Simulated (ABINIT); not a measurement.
## TiO2 (Anatase): G0W0 in ABINIT against the plane-wave cutoff

Wanted: the cheapest plane-wave cutoff that holds the gap of TiO2 (Anatase).

Program: ABINIT 10.8.3. Level of theory: PBE and many-body steps on it, plane waves. Results are calculated unless marked as measured.

## Step 1: Set-up

Symmetry: I4_1/amd, No. 141, tetragonal system. Conventional cell: a = 3.784 Å, b = 3.784 Å, c = 9.515 Å, α = 90.00°, β = 90.00°, γ = 90.00°. Ti has 6 O at 1.93 to 1.98 Å nearest. Nearest to O lie 3 Ti at 1.93 to 1.98 Å. Farther neighbours and most contacts between anions are not listed.

The cell and positions come from the Crystallography Open Database and are kept as given unless a step says otherwise.

## Step 2: Empty states on the mesh, 4×4×4 mesh, 186 bands

This step: ABINIT 10.8.3; DFT, PBE, plane waves, norm-conserving pseudopotentials.

The sums over transitions need many empty states on a uniform mesh; this step solves for them.

run.abi reads:

```
acell 3*1.0 Angstrom
rprim 
  -1.892100000000 1.892100000000 4.757300000000
  1.892100000000 -1.892100000000 4.757300000000
  1.892100000000 1.892100000000 -4.757300000000
ntypat 2
znucl 22 8
natom 6
typat 1 1 2 2 2 2
xred 
  0.000000000000 0.000000000000 -0.000000000000
  0.750000000000 0.250000000000 0.500000000000
  0.208100000000 0.208100000000 -0.000000000000
  0.958100000000 0.458100000000 0.500000000000
  0.541900000000 0.041900000000 0.500000000000
  0.791900000000 0.791900000000 -0.000000000000
pp_dirpath "pseudos"
pseudos "Ti.upf, O.upf"
ecut 38
ngkpt 4 4 4
nshiftk 1
shiftk 0 0 0
kptopt 1
chksymbreak 0
irdden 1
istwfk *1
nband 186
prtvol 0
optdriver 6
gwr_task "HDIAGO"
paral_kgb 0
occopt 1
indata_prefix "in"
outdata_prefix "out"
tmpdata_prefix "tmp"
```

Started as:

```bash
$ OMP_NUM_THREADS=1 mpirun -n 8 abinit run.abi > log
```

Numbers of over 12 decimals in the logs are rounded to 6 here.

Output:

```text
.Version 10.8.3 of ABINIT. v10.8.2 released Aug 2026.

 Symmetries : space group I4_1/a m d (#141); Bravais tI (body-center tetrag.)
[... echo of the input left out ...]
== DATASET  1 ==================================================================
-   mpi_nproc: 8, omp_nthreads: 1 (-1 if OMP is not activated)

--- !DatasetInfo
iteration_state: {dtset: 1, }
dimensions: {natom: 6, nkpt: 13, mband: 186, nsppol: 1, nspinor: 1, nspden: 1, mpw: 5174, }
cutoff_energies: {ecut:  38.0, pawecutdg:  -1.0, }
[...]
Indirect band gap semiconductor
 Fundamental gap:     2.189 (eV)
   VBM:     4.093 (eV) at k: [ 5.0000E-01,  5.0000E-01,  0.0000E+00]
   CBM:     6.282 (eV) at k: [ 0.0000E+00,  0.0000E+00,  0.0000E+00]
 Direct gap:         2.492 (eV) at k: [-2.5000E-01, -2.5000E-01,  2.5000E-01]

== END DATASET(S) ==============================================================
================================================================================

 -outvars: echo values of variables after computation  --------
           etotal      0.0000000000E+00
            nband         186
             nkpt          13
          spgroup         141
 [... the other variables as echoed above ...]

 Calculation completed.
```

Wall time 3.8 min (8 MPI ranks of Arm Neoverse V1, shared host); peak memory 12 GiB; 31 min of CPU time.

Numbers from this step:

* gap: 2.189 eV
* k of the valence top: 0.5, 0.5, 0
* k of the conduction bottom: 0, 0, 0
* least direct gap: 2.492 eV
* k points computed: 13
* lowest point of the top converged band, above the valence top: 89.5467 eV

On this mesh the gap is 2.189 eV.

The density comes from a self-consistent run that is not shown.

## Step 3: Empty states on the mesh, 4×4×4 mesh, 71 bands

Edit run.abi of step 2 so:

```diff
@@ -18,3 +18,3 @@
 pseudos "Ti.upf, O.upf"
-ecut 38
+ecut 23
 ngkpt 4 4 4
@@ -26,3 +26,3 @@
 istwfk *1
-nband 186
+nband 71
 prtvol 0
```

Output:

```text
[banner, memory and clock lines left out]
.Version 10.8.3 of ABINIT. v10.8.2 released Aug 2026.

 Symmetries : space group I4_1/a m d (#141); Bravais tI (body-center tetrag.)
[... echo of the input left out ...]
== DATASET  1 ==================================================================
-   mpi_nproc: 8, omp_nthreads: 1 (-1 if OMP is not activated)

--- !DatasetInfo
iteration_state: {dtset: 1, }
dimensions: {natom: 6, nkpt: 13, mband: 71, nsppol: 1, nspinor: 1, nspden: 1, mpw: 2436, }
cutoff_energies: {ecut:  23.0, pawecutdg:  -1.0, }
[...]
Integrated=    4.8000E+01

 === KS gaps after direct diagonalization ===
 Indirect band gap semiconductor
 Fundamental gap:     2.375 (eV)
   VBM:     4.194 (eV) at k: [ 5.0000E-01,  5.0000E-01,  0.0000E+00]
   CBM:     6.569 (eV) at k: [ 0.0000E+00,  0.0000E+00,  0.0000E+00]
 Direct gap:         2.664 (eV) at k: [-2.5000E-01, -2.5000E-01,  2.5000E-01]

== END DATASET(S) ==============================================================

 -outvars: echo values of variables after computation  --------
           etotal      0.0000000000E+00
            nband          71
             nkpt          13
          spgroup         141
 [... the other variables as echoed above ...]

 Calculation completed.
```

Elapsed: 29 s, on 8 MPI ranks; peak memory 3 GiB; 3.9 min of CPU time.

Numbers from this step:

| Quantity | Value |
| --- | --- |
| gap | 2.375 eV |
| k of the valence top | 0.5, 0.5, 0 |
| k of the conduction bottom | 0, 0, 0 |
| least direct gap | 2.664 eV |
| k points computed | 13 |
| lowest point of the top converged band, above the valence top | 33.33 eV |

On this mesh the gap is 2.375 eV.

## Step 4: Empty states on the mesh, 4×4×4 mesh, 69 bands

Edit run.abi of step 3 so:

```diff
@@ -18,3 +18,3 @@
 pseudos "Ti.upf, O.upf"
-ecut 23
+ecut 30
 ngkpt 4 4 4
@@ -24,10 +24,10 @@
 chksymbreak 0
+iscf -2
 irdden 1
 istwfk *1
-nband 71
+nband 69
+nbdbuf 6
+tolwfr 1e-09
+nstep 60
 prtvol 0
-optdriver 6
-gwr_task "HDIAGO"
-paral_kgb 0
-occopt 1
 indata_prefix "in"
```

Output:

```text
.Version 10.8.3 of ABINIT. v10.8.2 released Aug 2026.

 Symmetries : space group I4_1/a m d (#141); Bravais tI (body-center tetrag.)
[... echo of the input left out ...]
== DATASET  1 ==================================================================
-   mpi_nproc: 8, omp_nthreads: 1 (-1 if OMP is not activated)
-    --> not optimal distribution: autoparal keyword recommended in input file <--

--- !DatasetInfo
iteration_state: {dtset: 1, }
dimensions: {natom: 6, nkpt: 13, mband: 69, nsppol: 1, nspinor: 1, nspden: 1, mpw: 3646, }
[...]
1.01895    1.03988    1.03988    1.09150    1.10201    1.11299    1.11299    1.12503
   1.12876    1.27189    1.27189    1.42762    1.42762    1.45401    1.46053    1.46726
   1.54035    1.57160    1.57161    1.59154    1.60911
 prteigrs : prtvol=0 or 1, do not print more k-points.

== END DATASET(S) ==============================================================
================================================================================

 -outvars: echo values of variables after computation  --------
            nband          69
             nkpt          13
          spgroup         141
 [... the other variables as echoed above ...]

 Calculation completed.
```

The job ended after 20 s (8 MPI ranks; peak memory 0.56 GiB; 2.7 min of CPU time).

This step gave:

```yaml
gap: 2.198 eV
k_of_the_valence_top: 0.5, 0.5, 0
k_of_the_conduction_bottom: 0, 0, 0
least_direct_gap: 2.505 eV
k_points_computed: 13
lowest_point_of_the_top_converged_band_above_the_valence_top: 33.40 eV
```

On this mesh the gap is 2.198 eV.

## Step 5: Empty states on the mesh, 4×4×4 mesh, 69 bands

Edit run.abi of step 4 so:

```diff
@@ -18,3 +18,3 @@
 pseudos "Ti.upf, O.upf"
-ecut 30
+ecut 48
 ngkpt 4 4 4
```

Output:

```text
.Version 10.8.3 of ABINIT. v10.8.2 released Aug 2026.

 Symmetries : space group I4_1/a m d (#141); Bravais tI (body-center tetrag.)
[... echo of the input left out ...]
== DATASET  1 ==================================================================
-   mpi_nproc: 8, omp_nthreads: 1 (-1 if OMP is not activated)
-    --> not optimal distribution: autoparal keyword recommended in input file <--

--- !DatasetInfo
iteration_state: {dtset: 1, }
dimensions: {natom: 6, nkpt: 13, mband: 69, nsppol: 1, nspinor: 1, nspden: 1, mpw: 7328, }
[...]
1.01691    1.03917    1.03917    1.08911    1.10155    1.11233    1.11233    1.12486
   1.12853    1.27067    1.27067    1.42710    1.42710    1.45197    1.45889    1.46670
   1.54030    1.57132    1.57132    1.58868    1.60761
 prteigrs : prtvol=0 or 1, do not print more k-points.

== END DATASET(S) ==============================================================
================================================================================

 -outvars: echo values of variables after computation  --------
            nband          69
             nkpt          13
          spgroup         141
 [... the other variables as echoed above ...]

 Calculation completed.
```

Run time: 46 s. Hardware: 8 MPI ranks; peak memory 0.82 GiB.

This step gave:

```yaml
gap: 2.189 eV
k_of_the_valence_top: 0.5, 0.5, 0
k_of_the_conduction_bottom: 0, 0, 0
least_direct_gap: 2.491 eV
k_points_computed: 13
lowest_point_of_the_top_converged_band_above_the_valence_top: 33.40 eV
```

On this mesh the gap is 2.189 eV.

## Step 6: Screening, 4×4×4 mesh, 63 bands, screening to 106.1 eV

The RPA dielectric matrix is built and inverted for each q.

This step: RPA screening on PBE, plane waves, norm-conserving pseudopotentials.

Edit run.abi of step 5 so:

```diff
@@ -18,3 +18,3 @@
 pseudos "Ti.upf, O.upf"
-ecut 48
+ecut 23
 ngkpt 4 4 4
@@ -24,10 +24,11 @@
 chksymbreak 0
-iscf -2
-irdden 1
 istwfk *1
-nband 69
-nbdbuf 6
-tolwfr 1e-09
-nstep 60
-prtvol 0
+occopt 1
+irdwfk 1
+optdriver 3
+nband 63
+ecuteps 3.9
+inclvkb 2
+awtr 1
+symchi 1
 indata_prefix "in"
```

Output:

```text
.Version 10.8.3 of ABINIT. v10.8.2 released Aug 2026.

 Symmetries : space group I4_1/a m d (#141); Bravais tI (body-center tetrag.)
[... echo of the input left out ...]
== DATASET  1 ==================================================================
-   mpi_nproc: 8, omp_nthreads: 1 (-1 if OMP is not activated)

--- !DatasetInfo
iteration_state: {dtset: 1, }
dimensions: {natom: 6, nkpt: 13, mband: 63, nsppol: 1, nspinor: 1, nspden: 1, mpw: 2436, }
cutoff_energies: {ecut:  23.0, pawecutdg:  -1.0, }
electrons: {nelect:   4.80000000E+01, charge:   0.00000000E+00, occopt:   1.00000000E+00, tsmear:   1.00000000E-02, }

 SCREENING: Calculation of the susceptibility and dielectric matrices

 Based on a program developped by R.W. Godby, V. Olevano, G. Onida, and L. Reining.
 Incorporated in ABINIT by V. Olevano, G.-M. Rignanese, and M. Torrent.
.Using double precision arithmetic ; gwpc =  8

[... cell and pseudopotentials left out ...]
--------------------------------------------------------------------------------

 ==== K-mesh for the wavefunctions ====
 Number of points in the irreducible wedge :    13
[... list of points left out ...]
 Together with 16 symmetry operations and time-reversal symmetry
 yields    64 points in the full Brillouin Zone.

 ==== Q-mesh for the screening function ====
 Number of points in the irreducible wedge :    13
[... list of points left out ...]
 Together with 16 symmetry operations and time-reversal symmetry
 yields    64 points in the full Brillouin Zone.

 setmesh: FFT mesh size selected  =    72x   72x   72
          total number of points  =       373248

 vcoul_init : cutoff-mode = AUXILIARY_FUNCTION
 q-points for optical limit:   1
     1)      0.000010    0.000020    0.000030

- screening: taking advantage of time-reversal symmetry
- Maximum band index for partially occupied states nbvw = 24
- Remaining bands to be divided among processors   nbcw = 39
- Number of bands treated by each node ~4

 Number of electrons calculated from density =   48.0000; Expected =   48.0000
 average of density, n =  0.104409
 r_s =    1.3174
 omega_plasma =   31.1690 [eV]

 calculating chi0 at frequencies [eV] :
  1    0.000000E+00    0.000000E+00
  2    0.000000E+00    3.116905E+01

--------------------------------------------------------------------------------
  q-point number  1        q = ( 0.000000, 0.000000, 0.000000) [r.l.u.]
--------------------------------------------------------------------------------
[... chi0 elements left out ...]
 For q-point:  0.000010 0.000020 0.000030
  dielectric constant =   6.3379
  dielectric constant without local fields =   6.5902

  Average fulfillment of the sum rule on Im[epsilon] for q-point    1 :     34.97  [%]
[... wings left out ...]
  q-point number  2        q = ( 0.250000, 0.000000, 0.000000) [r.l.u.]
--------------------------------------------------------------------------------
[... chi0 elements left out ...]
  Average fulfillment of the sum rule on Im[epsilon] for q-point    2 :     49.92  [%]

 [... 11 further q-points ...]
```

Elapsed: 6.3 min, on 8 MPI ranks; peak memory 19 GiB.

This step gave:

```yaml
eps_infinity_with_local_fields_on_this_mesh_along_the_program_s_q_direction: 6.338
the_same_without_local_fields: 6.590
plasma_frequency: 31.17 eV
plane_waves_in_the_screening_matrix: 171
```

Local fields lower ε∞ by 4 %.

## Step 7: 23 Ha

This step: G0W0 on PBE, plane waves, norm-conserving pseudopotentials.

Edit run.abi of step 6 so:

```diff
@@ -27,8 +27,19 @@
 irdwfk 1
-optdriver 3
+optdriver 4
 nband 63
+gwcalctyp 0
+ecutsigx 23
+symsigma 1
+nkptgw 3
+kptgw 
+  0.5000000000 0.5000000000 0.0000000000
+  0.0000000000 0.0000000000 0.0000000000
+  -0.2500000000 -0.2500000000 0.2500000000
+bdgw 
+  23 26
+  23 26
+  23 26
 ecuteps 3.9
-inclvkb 2
-awtr 1
-symchi 1
+irdscr 1
+ppmodel 1
 indata_prefix "in"
```

Output:

```text
.Version 10.8.3 of ABINIT. v10.8.2 released Aug 2026.

 Symmetries : space group I4_1/a m d (#141); Bravais tI (body-center tetrag.)
[... echo of the input left out ...]
== DATASET  1 ==================================================================
-   mpi_nproc: 8, omp_nthreads: 1 (-1 if OMP is not activated)

--- !DatasetInfo
iteration_state: {dtset: 1, }
dimensions: {natom: 6, nkpt: 13, mband: 63, nsppol: 1, nspinor: 1, nspden: 1, mpw: 2436, }
cutoff_energies: {ecut:  23.0, pawecutdg:  -1.0, }
electrons: {nelect:   4.80000000E+01, charge:   0.00000000E+00, occopt:   1.00000000E+00, tsmear:   1.00000000E-02, }

 SIGMA: Calculation of the GW corrections

 Based on a program developped by R.W. Godby, V. Olevano, G. Onida, and L. Reining.
 Incorporated in ABINIT by V. Olevano, G.-M. Rignanese, and M. Torrent.
.Using double precision arithmetic ; gwpc =  8

[... cell and pseudopotentials left out ...]
--------------------------------------------------------------------------------

 ==== K-mesh for the wavefunctions ====
 Number of points in the irreducible wedge :    13
[... list of points left out ...]
 Together with 16 symmetry operations and time-reversal symmetry
 yields    64 points in the full Brillouin Zone.

 ==== Q-mesh for screening function ====
 Number of points in the irreducible wedge :    13
[... list of points left out ...]
 Together with 16 symmetry operations and time-reversal symmetry
 yields    64 points in the full Brillouin Zone.

 vcoul_init : cutoff-mode = AUXILIARY_FUNCTION
 q-points for optical limit:   1
     1)      0.000010    0.000020    0.000030
 setmesh: FFT mesh size selected  =    60x   60x   60
          total number of points  =       216000

 Number of electrons calculated from density =   48.0000; Expected =   48.0000
 average of density, n =  0.104409
 r_s =    1.3174
 omega_plasma =   31.1690 [eV]

 === KS Band Gaps ===
  >>>> For spin  1
   Minimum direct gap =   2.6638 [eV], located at k-point      :  -0.2500 -0.2500  0.2500
   Fundamental gap    =   2.3747 [eV], Top of valence bands at :   0.5000  0.5000  0.0000
                                       Bottom of conduction at :   0.0000  0.0000  0.0000
 SIGMA fundamental parameters:
 PLASMON POLE MODEL  1
 number of plane-waves for SigmaX                 2403
 number of plane-waves for SigmaC and W            171
 number of plane-waves for wavefunctions          2403
 number of bands                                    63
 number of independent spin polarizations            1
 number of spinorial components                      1
 number of k-points in IBZ                          13
 number of q-points in IBZ                          13
 number of symmetry operations                      16
 number of k-points in BZ                           64
 number of q-points in BZ                           64
 number of frequencies for dSigma/dE                 9
 frequency step for dSigma/dE [eV]                0.25
 number of omega for Sigma on real axis              0
 max omega for Sigma on real axis  [eV]           0.00
 zcut for avoiding poles [eV]                     0.10

 EPSILON^-1 parameters (SCR file):
 dimension of the eps^-1 matrix on file            171
 dimension of the eps^-1 matrix used               171
 number of plane-waves for wavefunctions          2403
 number of bands                                    63
 number of q-points in IBZ                          13
 number of frequencies                               2
 number of real frequencies                          1
 number of imag frequencies                          1

 matrix elements of self-energy operator (all in [eV])

 Perturbative Calculation

--- !SelfEnergy_ee
iteration_state: {dtset: 1, }
kpoint     : [   0.500,    0.500,    0.000, ]
spin       : 1
KS_gap     :    3.668
QP_gap     :    5.577
Delta_QP_KS:    1.909
data: !SigmaeeData |
     Band     E0 <VxcDFT>   SigX SigC(E0)      Z dSigC/dE  Sig(E)    E-E0       E
       23   4.194 -19.990 -24.680   5.222   0.766  -0.306 -19.583   0.407   4.601
       24   4.194 -19.990 -24.680   5.222   0.766  -0.306 -19.583   0.407   4.602
       25   7.863 -20.574 -12.109  -5.468   0.773  -0.294 -18.258   2.317  10.179
       26   7.863 -20.575 -12.109  -5.468   0.773  -0.294 -18.258   2.317  10.179

--- !SelfEnergy_ee
iteration_state: {dtset: 1, }
kpoint     : [   0.000,    0.000,    0.000, ]
spin       : 1
KS_gap     :    2.810
QP_gap     :    4.525
Delta_QP_KS:    1.714
data: !SigmaeeData |
     Band     E0 <VxcDFT>   SigX SigC(E0)      Z dSigC/dE  Sig(E)    E-E0       E
       23   3.759 -19.460 -24.307   5.257   0.763  -0.311 -19.147   0.313   4.072
       24   3.759 -19.460 -24.307   5.257   0.763  -0.311 -19.147   0.313   4.072
[...]
--- !SelfEnergy_ee
iteration_state: {dtset: 1, }
kpoint     : [  -0.250,   -0.250,    0.250, ]
spin       : 1
KS_gap     :    2.664
QP_gap     :    4.329
Delta_QP_KS:    1.666
data: !SigmaeeData |
     Band     E0 <VxcDFT>   SigX SigC(E0)      Z dSigC/dE  Sig(E)    E-E0       E
[...]
24   3.980 -20.212 -24.869   5.185   0.768  -0.303 -19.807   0.406   4.385
       25   6.643 -19.053 -11.491  -4.929   0.787  -0.271 -16.982   2.071   8.715
       26   7.218 -19.872 -11.687  -5.349   0.779  -0.284 -17.663   2.209   9.427

== END DATASET(S) ==============================================================
================================================================================

 -outvars: echo values of variables after computation  --------
           etotal      0.0000000000E+00
            nband          63
             nkpt          13
          spgroup         141
 [... the other variables as echoed above ...]

 Calculation completed.
```

The job ended after 16 s (8 MPI ranks; peak memory 7 GiB; 2.2 min of CPU time).

This step gave:

```yaml
g0w0_gap_on_the_points_computed: 3.995 eV
starting_gap_on_the_mesh: 2.375 eV
k_of_the_valence_top: 0.5, 0.5, 0
k_of_the_conduction_bottom: 0, 0, 0
z_at_the_valence_top: 0.766
z_at_the_conduction_bottom: 0.788
least_direct_g0w0_gap_on_the_computed_points: 4.33 eV
```

(Continued in part 2 of 2.)

[Paths, hosts, dates, memory and timing lines, banners, echoed tables and standing remarks are left out of the program output.]

[Logs are printed without paths, hosts, clocks, repeated set-up lines and the standing remarks that a program may print on its own settings, such as how far it seeks lower states.]

[Runs of the session that timed out or met a known fault of the program may be left out.]

[No measured gap is set beside runs whose start may be inverted or whose files or cutoffs have a known fault.]

[Hosts, paths, dates, database ids (printed as entryN), source tags and the programs' standing remarks are cut or masked in the printed files.]

[G0W0 gaps are taken among the corrected bands and points alone; a level outside them can change the order at an edge.]

[Where Ansatz stands beside ABINIT at settings called matched, ABINIT's density can come from a denser mesh and the files from another edition; pairs whose starting gaps differed by over 0.03 eV were left out, so agreement reads better than it is.]
